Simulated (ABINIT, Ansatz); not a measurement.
# NaLiICl (P4/mmm): G0W0 with ABINIT, start to end

Wanted: ground state, empty states, screening and self-energy for NaLiICl (P4/mmm).

Program: ABINIT 10.8.3. Level of theory: LDA and many-body steps on it, plane waves. Results are calculated unless marked as measured.

This is a report of a sequence of runs, with most program output left out.

## 1. Starting point

It takes space group P4/mmm (No. 123, tetragonal). Conventional cell: a = 4.092 Å, b = 4.092 Å, c = 6.215 Å, α = 90.00°, β = 90.00°, γ = 90.00°. Na has 4 Cl at 2.89 Å and 2 I at 3.11 Å nearest. Li has 4 I at 2.89 Å nearest. Nearest to I lie 4 Li at 2.89 Å and 2 Na at 3.11 Å. Nearest to Cl lie 4 Na at 2.89 Å. Farther neighbours and most contacts between anions are not listed.

As a file:

```cif
data_structure
_symmetry_space_group_name_H-M 'P4/mmm'
_symmetry_Int_Tables_number 123
_cell_length_a 4.0916
_cell_length_b 4.0916
_cell_length_c 6.2153
_cell_angle_alpha 90.000
_cell_angle_beta 90.000
_cell_angle_gamma 90.000
_cell_volume 104.05
loop_
_atom_site_label
_atom_site_type_symbol
_atom_site_symmetry_multiplicity
_atom_site_Wyckoff_symbol
_atom_site_fract_x
_atom_site_fract_y
_atom_site_fract_z
_atom_site_occupancy
Na1 Na 1 d 0.50000 0.50000 0.50000 1
Li1 Li 1 a 0.00000 0.00000 0.00000 1
I1 I 1 c 0.50000 0.50000 0.00000 1
Cl1 Cl 1 b 0.00000 0.00000 0.50000 1
```

The cell and positions are those that the Materials Project relaxed with its own functionals (PBE, PBE+U or r2SCAN), kept fixed. Spin-orbit coupling is left out unless a step names it.

## 2. Ground state

This step: ABINIT 10.8.3; DFT, LDA, plane waves, norm-conserving pseudopotentials.

The ground-state density comes first.

run.abi reads:

```
acell 3*1.0 Angstrom
rprim 
  4.091636000000 0.000000000000 0.000000000000
  0.000000000000 4.091636000000 0.000000000000
  0.000000000000 0.000000000000 6.215344000000
ntypat 4
znucl 11 3 53 17
natom 4
typat 1 2 3 4
xred 
  0.500000000000 0.500000000000 0.500000000000
  0.000000000000 0.000000000000 0.000000000000
  0.500000000000 0.500000000000 0.000000000000
  0.000000000000 0.000000000000 0.500000000000
pp_dirpath "pseudos"
pseudos "Na.upf, Li.upf, I.upf, Cl.upf"
ecut 38
ngkpt 6 6 4
nshiftk 1
shiftk 0 0 0
kptopt 1
chksymbreak 0
nband 19
occopt 1
tolvrs 1e-10
nstep 60
prtwf 0
optforces 0
optstress 0
indata_prefix "in"
outdata_prefix "out"
tmpdata_prefix "tmp"
```

Run with:

```sh
$ OMP_NUM_THREADS=1 mpirun -n 4 abinit run.abi > log
```

Wall time 81 s (4 MPI ranks of Arm Neoverse N1, shared host); peak memory 0.45 GiB; 5.4 min of CPU time.

This step gave:

| Property | Result |
| --- | --- |
| total energy | -2241.1268 eV |
| gap | 3.850 eV |
| k of the valence top | 0.5, 0, 0.5 |
| k of the conduction bottom | 0, 0, 0 |
| least direct gap | 4.142 eV |

The gap is indirect, with the least direct gap 0.29 eV higher.

## 3. Bands along the symmetry lines

Levels along a band path, at the cheap level, show where the edges lie and whether the meshes to come will hold them.

run.abi reads:

```
acell 3*1.0 Angstrom
rprim 
  4.091636000000 0.000000000000 0.000000000000
  0.000000000000 4.091636000000 0.000000000000
  0.000000000000 0.000000000000 6.215344000000
ntypat 4
znucl 11 3 53 17
natom 4
typat 1 2 3 4
xred 
  0.500000000000 0.500000000000 0.500000000000
  0.000000000000 0.000000000000 0.000000000000
  0.500000000000 0.500000000000 0.000000000000
  0.000000000000 0.000000000000 0.500000000000
pp_dirpath "pseudos"
pseudos "Na.upf, Li.upf, I.upf, Cl.upf"
ecut 38
iscf -2
irdden 1
kptopt 0
nkpt 75
kpt 
  0.00000000 0.00000000 0.00000000
  0.00000000 0.06250000 0.00000000
  0.00000000 0.12500000 0.00000000
  0.00000000 0.18750000 0.00000000
  0.00000000 0.25000000 0.00000000
  0.00000000 0.31250000 0.00000000
  0.00000000 0.37500000 0.00000000
  0.00000000 0.43750000 0.00000000
  0.00000000 0.50000000 0.00000000
  0.06250000 0.50000000 0.00000000
  0.12500000 0.50000000 0.00000000
  0.18750000 0.50000000 0.00000000
  0.25000000 0.50000000 0.00000000
  0.31250000 0.50000000 0.00000000
  0.37500000 0.50000000 0.00000000
  0.43750000 0.50000000 0.00000000
  0.50000000 0.50000000 0.00000000
  0.43750000 0.43750000 0.00000000
  0.37500000 0.37500000 0.00000000
  0.31250000 0.31250000 0.00000000
  0.25000000 0.25000000 0.00000000
  0.18750000 0.18750000 0.00000000
  0.12500000 0.12500000 0.00000000
  0.06250000 0.06250000 0.00000000
  0.00000000 0.00000000 0.00000000
  0.00000000 0.00000000 0.06250000
  0.00000000 0.00000000 0.12500000
  0.00000000 0.00000000 0.18750000
  0.00000000 0.00000000 0.25000000
  0.00000000 0.00000000 0.31250000
  0.00000000 0.00000000 0.37500000
  0.00000000 0.00000000 0.43750000
  0.00000000 0.00000000 0.50000000
  0.00000000 0.06250000 0.50000000
  0.00000000 0.12500000 0.50000000
  0.00000000 0.18750000 0.50000000
  0.00000000 0.25000000 0.50000000
  0.00000000 0.31250000 0.50000000
  0.00000000 0.37500000 0.50000000
  0.00000000 0.43750000 0.50000000
  0.00000000 0.50000000 0.50000000
  0.06250000 0.50000000 0.50000000
  0.12500000 0.50000000 0.50000000
  0.18750000 0.50000000 0.50000000
  0.25000000 0.50000000 0.50000000
  0.31250000 0.50000000 0.50000000
  0.37500000 0.50000000 0.50000000
  0.43750000 0.50000000 0.50000000
  0.50000000 0.50000000 0.50000000
  0.43750000 0.43750000 0.50000000
  0.37500000 0.37500000 0.50000000
  0.31250000 0.31250000 0.50000000
  0.25000000 0.25000000 0.50000000
  0.18750000 0.18750000 0.50000000
  0.12500000 0.12500000 0.50000000
  0.06250000 0.06250000 0.50000000
  0.00000000 0.00000000 0.50000000
  0.00000000 0.50000000 0.00000000
  0.00000000 0.50000000 0.06250000
  0.00000000 0.50000000 0.12500000
  0.00000000 0.50000000 0.18750000
  0.00000000 0.50000000 0.25000000
  0.00000000 0.50000000 0.31250000
  0.00000000 0.50000000 0.37500000
  0.00000000 0.50000000 0.43750000
  0.00000000 0.50000000 0.50000000
  0.50000000 0.50000000 0.00000000
  0.50000000 0.50000000 0.06250000
  0.50000000 0.50000000 0.12500000
  0.50000000 0.50000000 0.18750000
  0.50000000 0.50000000 0.25000000
  0.50000000 0.50000000 0.31250000
  0.50000000 0.50000000 0.37500000
  0.50000000 0.50000000 0.43750000
  0.50000000 0.50000000 0.50000000
istwfk *1
nband 20
nbdbuf 2
tolwfr 1e-08
nstep 40
prtwf 0
prtvol 0
indata_prefix "in"
outdata_prefix "out"
tmpdata_prefix "tmp"
```

It took 85 s on 4 MPI ranks; peak memory 0.49 GiB; 5.7 min of CPU time.

Numbers from this step:

```yaml
gap: 3.850 eV
k_of_the_valence_top: 0, 0.5, 0.5
k_of_the_conduction_bottom: 0, 0, 0
least_direct_gap: 4.142 eV
```

The gap is 3.850 eV, as in the run before at this level.

The electronic bands at the labelled points (eV, zero at the top of the highest filled band):

```tsv
point	band 10	band 11	band 12	band 13	band 14	band 15	band 16	band 17
Γ	-1.13	-0.31	-0.29	-0.29	3.85	5.25	6.19	8.81
halfway	-1.40	-1.03	-0.55	-0.17	4.94	5.73	7.12	7.71
X	-1.49	-1.15	-0.93	0.00	5.72	6.33	6.94	7.03
halfway	-1.38	-1.24	-1.11	-0.96	5.38	6.25	6.37	7.16
M	-1.42	-1.42	-1.26	-0.75	4.58	5.78	6.09	6.09
halfway	-1.65	-1.35	-0.99	-0.65	5.68	6.50	7.12	7.23
Γ	-1.13	-0.31	-0.29	-0.29	3.85	5.25	6.19	8.81
halfway	-1.07	-0.78	-0.38	-0.38	4.56	5.50	6.35	8.09
Z	-0.99	-0.99	-0.48	-0.48	5.48	5.92	6.59	7.41
halfway	-0.96	-0.84	-0.83	-0.26	5.51	5.57	7.36	7.58
R	-0.93	-0.83	-0.57	0.00	4.59	5.32	6.72	7.41
halfway	-1.41	-1.35	-1.01	-0.68	5.38	5.90	7.19	7.81
A	-1.82	-1.82	-1.29	-0.95	5.40	7.01	7.24	7.24
halfway	-1.54	-1.44	-0.68	-0.68	5.73	6.44	7.33	7.64
Z	-0.99	-0.99	-0.48	-0.48	5.48	5.92	6.59	7.41
jump to X	-1.49	-1.15	-0.93	0.00	5.72	6.33	6.94	7.03
halfway	-1.13	-0.93	-0.82	0.00	5.20	5.53	6.82	7.14
R	-0.93	-0.83	-0.57	0.00	4.59	5.32	6.72	7.41
jump to M	-1.42	-1.42	-1.26	-0.75	4.58	5.78	6.09	6.09
halfway	-1.59	-1.59	-1.28	-0.85	4.90	6.40	6.55	6.55
A	-1.82	-1.82	-1.29	-0.95	5.40	7.01	7.24	7.24
```

## 4. Empty states on the mesh, 2×2×2 mesh, 200 bands

The sums over transitions need many empty states on a uniform mesh; this step solves for them.

run.abi reads:

```
acell 3*1.0 Angstrom
rprim 
  4.091636000000 0.000000000000 0.000000000000
  0.000000000000 4.091636000000 0.000000000000
  0.000000000000 0.000000000000 6.215344000000
ntypat 4
znucl 11 3 53 17
natom 4
typat 1 2 3 4
xred 
  0.500000000000 0.500000000000 0.500000000000
  0.000000000000 0.000000000000 0.000000000000
  0.500000000000 0.500000000000 0.000000000000
  0.000000000000 0.000000000000 0.500000000000
pp_dirpath "pseudos"
pseudos "Na.upf, Li.upf, I.upf, Cl.upf"
ecut 38
ngkpt 2 2 2
nshiftk 1
shiftk 0 0 0
kptopt 1
chksymbreak 0
iscf -2
irdden 1
istwfk *1
nband 200
nbdbuf 18
tolwfr 1e-09
nstep 60
prtvol 0
indata_prefix "in"
outdata_prefix "out"
tmpdata_prefix "tmp"
```

Wall time 3.4 min (4 MPI ranks); peak memory 0.51 GiB.

This step gave:

* gap: 3.850 eV
* k of the valence top: 0.5, 0, 0.5
* k of the conduction bottom: 0, 0, 0
* least direct gap: 4.142 eV
* k points computed: 6
* lowest point of the top converged band, above the valence top: 74.6441 eV

On this mesh the gap is 3.850 eV.

## 5. Screening, 2×2×2 mesh, 182 bands, screening to 176.9 eV

The RPA dielectric matrix is built and inverted for each q.

This step: RPA screening on LDA, plane waves, norm-conserving pseudopotentials.

Changes to run.abi since step 4:

```diff
@@ -22,10 +22,11 @@
 chksymbreak 0
-iscf -2
-irdden 1
 istwfk *1
-nband 200
-nbdbuf 18
-tolwfr 1e-09
-nstep 60
-prtvol 0
+occopt 1
+irdwfk 1
+optdriver 3
+nband 182
+ecuteps 6.5
+inclvkb 2
+awtr 1
+symchi 1
 indata_prefix "in"
```

It took 76 s on 4 MPI ranks; peak memory 1.6 GiB.

Numbers from this step:

```yaml
eps_infinity_with_local_fields_on_this_mesh_along_the_program_s_q_direction: 3.903
the_same_without_local_fields: 4.628
plasma_frequency: 18.56 eV
plane_waves_in_the_screening_matrix: 537
```

Local fields lower ε∞ by 16 %. On a Γ-centred mesh this coarse the value itself is usually too large, while a short band sum pulls it down.

## 6. Self-energy, 2×2×2 mesh, 182 bands, screening to 176.9 eV

The self-energy is evaluated for the states that the input lists, and the levels follow from it, in one-shot runs by the linearised quasiparticle equation.

This step: G0W0 on LDA, plane waves, norm-conserving pseudopotentials.

Changes to run.abi since step 5:

```diff
@@ -25,8 +25,17 @@
 irdwfk 1
-optdriver 3
+optdriver 4
 nband 182
+gwcalctyp 0
+ecutsigx 38
+symsigma 1
+nkptgw 2
+kptgw 
+  0.5000000000 0.0000000000 0.5000000000
+  0.0000000000 0.0000000000 0.0000000000
+bdgw 
+  12 15
+  12 15
 ecuteps 6.5
-inclvkb 2
-awtr 1
-symchi 1
+irdscr 1
+ppmodel 1
 indata_prefix "in"
```

Wall time 67 s (4 MPI ranks); peak memory 1.8 GiB.

This step gave:

```yaml
g0w0_gap_on_the_points_computed: 6.122 eV
starting_gap_on_the_mesh: 3.850 eV
k_of_the_valence_top: 0.5, 0, 0.5
k_of_the_conduction_bottom: 0, 0, 0
z_at_the_valence_top: 0.808
z_at_the_conduction_bottom: 0.839
least_direct_g0w0_gap_on_the_computed_points: 6.445 eV
```

The gap on the mesh goes from 3.85 eV to 6.12 eV, a correction of +2.27 eV.

Limits: finite bands, cutoff and mesh; no spin-orbit coupling; coarse k mesh. v1 is the top filled band, c1 the lowest empty one. Levels before and after the correction, in eV, zero at the valence-band top of each column:

```tsv
	conduction bottom	valence top
Kohn-Sham	3.85	0.00
G0W0	6.12	0.00
```

```tsv
	level	energy (eV)
Kohn-Sham	(0.5 0 0.5) v2	-0.570
Kohn-Sham	(0.5 0 0.5) v1	0.000
Kohn-Sham	(0.5 0 0.5) c1	4.587
Kohn-Sham	(0.5 0 0.5) c2	5.320
Kohn-Sham	Γ v2-v1	-0.292
Kohn-Sham	Γ c1	3.850
Kohn-Sham	Γ c2	5.251
G0W0	(0.5 0 0.5) v2	-0.578
G0W0	(0.5 0 0.5) v1	0.000
G0W0	(0.5 0 0.5) c1	6.735
G0W0	(0.5 0 0.5) c2	7.644
G0W0	Γ v2-v1	-0.323
G0W0	Γ c1	6.122
G0W0	Γ c2	7.623
```

## 7. Where the time went

Times are wall times on 4 MPI ranks of Arm Neoverse N1, shared host, good to a factor of about two.

```tsv
step	time	share	memory (GiB)
ground state	81 s	16 %	0.45
bands along the symmetry lines	85 s	17 %	0.49
empty states on the mesh	3.4 min	40 %	0.51
screening	76 s	15 %	1.6
self-energy	67 s	13 %	1.8
```

## 8. Summary of results

* LDA gap: 3.85 eV, indirect
* G0W0 gap on the mesh: 6.12 eV
* GW settings: 2×2×2 mesh, 182 bands, screening to 176.9 eV, Godby-Needs plasmon pole
* known limits: not at the basis limit; no spin-orbit coupling; coarse k mesh

G0W0 moves the gap on the mesh from 3.85 eV to 6.12 eV (+2.27 eV), with Z of 0.81 and 0.84 at the edges. Local fields lower the RPA ε∞ on this mesh from 4.63 to 3.90; a Γ-centred mesh this coarse tends to raise both, most where the direct gap is narrow, while a short band sum lowers them. Only 2 of the mesh's irreducible points were corrected, so a valley elsewhere could overtake. The dearest step here is «empty states on the mesh». Bands and cutoff are finite, so the gap is not at the basis limit. The miss can reach some tenths of an eV and take either sign; the mesh is an error of its own. In the G0W0 run levels were corrected at 2 k points alone, so a gap called «on the mesh» is the least over those, and an edge elsewhere would be missed. The 2×2×2 mesh is coarse for this cell, which bears on the long-range parts of exchange and screening. The many-body steps are scalar-relativistic: spin-orbit coupling is not in them.

[Paths, hosts, dates, memory and timing lines, banners, echoed tables and standing remarks are left out of the program output.]

[Logs are printed without paths, hosts, clocks, repeated set-up lines and the standing remarks that a program may print on its own settings, such as how far it seeks lower states.]

[Runs of the session that timed out or met a known fault of the program may be left out.]

[Hosts, paths, dates, database ids (printed as entryN), source tags and the programs' standing remarks are cut or masked in the printed files.]

[G0W0 gaps are taken among the corrected bands and points alone; a level outside them can change the order at an edge.]

[Where Ansatz stands beside ABINIT at settings called matched, ABINIT's density can come from a denser mesh and the files from another edition; pairs whose starting gaps differed by over 0.03 eV were left out, so agreement reads better than it is.]
